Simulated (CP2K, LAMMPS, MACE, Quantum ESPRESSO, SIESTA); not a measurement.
# Relaxing glassy 50SiO2-20Al2O3-15Li2O-15ZnO (mol %) (65 atoms) with cheaper methods

Aim: relax glassy 50SiO2-20Al2O3-15Li2O-15ZnO (mol %) (65 atoms) with MACE MPA-0 medium, CP2K double zeta and SIESTA DZP, then solve each end with plane waves to see how good it is.

These are calculated values.

**1. The cell**

The cell holds 65 atoms (10 Si, 8 Al, 6 Li, 3 Zn and 38 O), with edges of 9.16, 9.16 and 9.16 Å. Recipe: 65 atoms (10 Si, 8 Al, 6 Li, 3 Zn, 38 O) placed at random at 2.76 g/cm³, melted at 4000 K for 10 ps at fixed volume with the Morse and Coulomb pair potential with partial charges (Pedone, Malavasi, Menziani, Cormack and Segre, J. Phys. Chem. B 110, 11780 (2006)). Quenched from 4000 K to 300 K at 20 K/ps and fixed volume, held 10 ps at zero pressure.

**2. The judge**

Quantum ESPRESSO 7.5: Kohn-Sham DFT, PBE, SSSP efficiency 1.3.0 pseudopotentials, plane waves. Its input for the start:

```
&control
  calculation = 'scf'
  pseudo_dir = './pseudo'
  outdir = './tmp'
  disk_io = 'none'
  tprnfor = .true.
  tstress = .true.
/
&system
  ibrav = 0
  nat = 65
  ntyp = 5
  ecutwfc = 60
  ecutrho = 480
  nosym = .true.
  occupations = 'smearing'
  smearing = 'fd'
  degauss = 0.003675
/
&electrons
  conv_thr = 3.3e-07
  electron_maxstep = 100
  mixing_beta = 0.4
  mixing_mode = 'plain'
  diagonalization = 'david'
/
ATOMIC_SPECIES
Si 28.085 Si.upf
Al 26.982 Al.upf
Li 6.940 Li.upf
Zn 65.380 Zn.upf
O 15.999 O.upf
CELL_PARAMETERS angstrom
9.16266 0.00000 0.00000
0.00000 9.16266 0.00000
0.00000 0.00000 9.16266
ATOMIC_POSITIONS crystal
Si 0.66349 0.87893 0.01195
Si 0.57412 0.95594 0.69564
Si 0.74471 0.18127 0.09844
[... 60 atom lines left out ...]
O 0.64272 0.88674 0.83781
O 0.38418 0.16154 0.03584
K_POINTS gamma
```

Elapsed: 95 s, on 4 MPI ranks of Arm Neoverse V2, shared host; peak memory 2.2 GiB; 6.3 min of CPU time.

At the start it finds an r.m.s. force component of 1.5 eV/Å and a pressure of 9.8 GPa. The same input is run at the end of each relaxation.

**3. The relaxations**

The DFT methods use the judge's functional, PBE. 

Times are CPU times on a shared host and are rough.

| method | basis or training data | geometry steps | reached its threshold | own energy change (meV/atom) | r.m.s. move (Å) | largest move (Å) | CPU time |
| --- | --- | --- | --- | --- | --- | --- | --- |
| MACE MPA-0 medium | trained on PBE(+U) plane-wave data | 30 | yes | -93.0 | 0.20 | 0.43 | 42 s |
| CP2K double zeta | DZVP-MOLOPT-SR, GTH-PBE potentials, 640 Ry | 45 | yes | -99.2 | 0.20 | 0.45 | 1.5 h |
| SIESTA DZP | DZP orbitals, shift 0.01 Ry, mesh 400 Ry | 74 | no | -132.1 | 0.35 | 0.85 | 2.9 h |

**4. The ends, solved with plane waves**

```
                geometry  energy less the start's (meV/atom)  r.m.s. force (eV/Å)  longest force (eV/Å)  pressure (GPa)  Kohn-Sham gap (eV)
                   start                                 0.0                1.451                  6.64            9.78                2.98
end of MACE MPA-0 medium                               -95.7                0.060                  0.20            2.65                3.46
 end of CP2K double zeta                               -95.8                0.077                  0.37            2.34                3.46
       end of SIESTA DZP                               -81.7                0.334                  1.22           -3.39                3.49
```

**5. Do they end in the same place?**

Distances between the ends, with any common shift taken off:

```
                                  ends  r.m.s. (Å)  largest (Å)
MACE MPA-0 medium and CP2K double zeta       0.041         0.20
      MACE MPA-0 medium and SIESTA DZP       0.213         0.56
       CP2K double zeta and SIESTA DZP       0.205         0.55
```

Bonds, counted by one set of cutoffs taken from the start, with their mean length:

```
         geometry  Si-O (under 2.12 Å)  Al-O (under 2.19 Å)  Li-O (under 2.58 Å)  Zn-O (under 2.50 Å)
            start         40 at 1.61 Å         33 at 1.76 Å         24 at 2.10 Å         12 at 2.01 Å
MACE MPA-0 medium         40 at 1.64 Å         33 at 1.79 Å         25 at 2.06 Å         11 at 2.00 Å
 CP2K double zeta         40 at 1.64 Å         33 at 1.80 Å         24 at 2.04 Å         11 at 2.01 Å
       SIESTA DZP         40 at 1.66 Å         36 at 1.87 Å         24 at 2.04 Å         13 at 2.05 Å
```

**6. What came out**

By plane waves the end of CP2K double zeta lies lowest, 95.8 meV/atom under the start; MACE MPA-0 medium ends 0.1 meV/atom higher and SIESTA DZP ends 14.1 meV/atom higher. The plane-wave r.m.s. force is smallest after MACE MPA-0 medium (0.060 eV/Å) and largest after SIESTA DZP (0.33 eV/Å), against 1.5 eV/Å at the start. SIESTA DZP stopped short of its threshold, so that end isn't a minimum even at its own level.

Own against plane-wave energy change: MACE MPA-0 medium -93.0 against -95.7, CP2K double zeta -99.2 against -95.8 and SIESTA DZP -132.1 against -81.7 meV/atom. The ends of MACE MPA-0 medium and SIESTA DZP differ by up to 0.56 Å for one atom. Bonds formed and lost against the start: MACE MPA-0 medium 1 and 1, CP2K double zeta 1 and 2 and SIESTA DZP 6 and 2, of 109. The pressure at the ends spans -3.4 to 2.7 GPa, from 9.8 GPa at the start.

**Limits.** Plane waves didn't relax the cell themselves, so each end could still go down at that level. The methods had unlike step limits and thresholds. The quench rate of 20 K/ps is many orders above laboratory rates, so the cell is likely richer in defects and strain than a real sample. The reference samples only Γ, in a cell whose shortest periodic width is 9 Å. The plane-wave runs aren't exact: their cutoffs and mesh weren't converged further here. SIESTA's automatically made basis is far from complete, and its potentials were converted by us (checked for H, C, O, Si, Ge and Ca alone). Where levels are smeared, the DFT runs use Fermi–Dirac occupations at 580 K (0.05 eV), and energies are free energies.

[Logs are printed without paths, hosts, clocks, repeated set-up lines and the standing remarks that a program may print on its own settings, such as how far it seeks lower states.]

[Hosts, paths, dates, database ids (printed as entryN), source tags and the programs' standing remarks are cut or masked in the printed files.]
